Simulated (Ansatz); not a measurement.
In doubt: one-shot GW on d or f shells is unsure, so the values of those runs are not to be relied on.

Rows from a G0W0 calculation on Cs2AgBiBr6 (Fm-3m) (Ansatz 0.2.0; G0W0 on PBE, plane waves, PAW; PAW set soft_1; 2×2×2 mesh, 461 empty bands, screening to 66 eV, PAW set soft_1 files), in eV. Spin-orbit coupling is left out.

```tsv
row	Σx	Σc	Vxc	Z
A	-9.58	-3.26	-13.36	0.78
B	-10.34	-3.29	-14.24	0.76
C	-26.20	3.46	-22.21	0.74
D	-12.36	-3.19	-16.27	0.73
E	-22.46	3.33	-18.42	0.73
F	-24.23	2.68	-21.13	0.75
```

Question: Which rows are filled states and which are empty ones, and how can one tell?

Filled: C, E and F. Empty: A, B and D. The sign of Σc tells: for a filled state bare exchange, which holds its interaction with itself, lies below Vxc (Σx − Vxc is -3.1 eV or lower here) and screening gives part back as a positive Σc. For an empty state Σx lies above Vxc (+3.8 eV or more) and the Coulomb hole leaves Σc negative.

[Paths, hosts, dates, memory and timing lines, banners, echoed tables and standing remarks are left out of the program output.]

[Logs are printed without paths, hosts, clocks, repeated set-up lines and the standing remarks that a program may print on its own settings, such as how far it seeks lower states.]

[Runs of the session that timed out or met a known fault of the program may be left out.]

[Cells called generated may have been cut or substituted from an entry of the Crystallography Open Database or the Materials Project.]

[Hosts, paths, dates, database ids (printed as entryN), source tags and the programs' standing remarks are cut or masked in the printed files.]
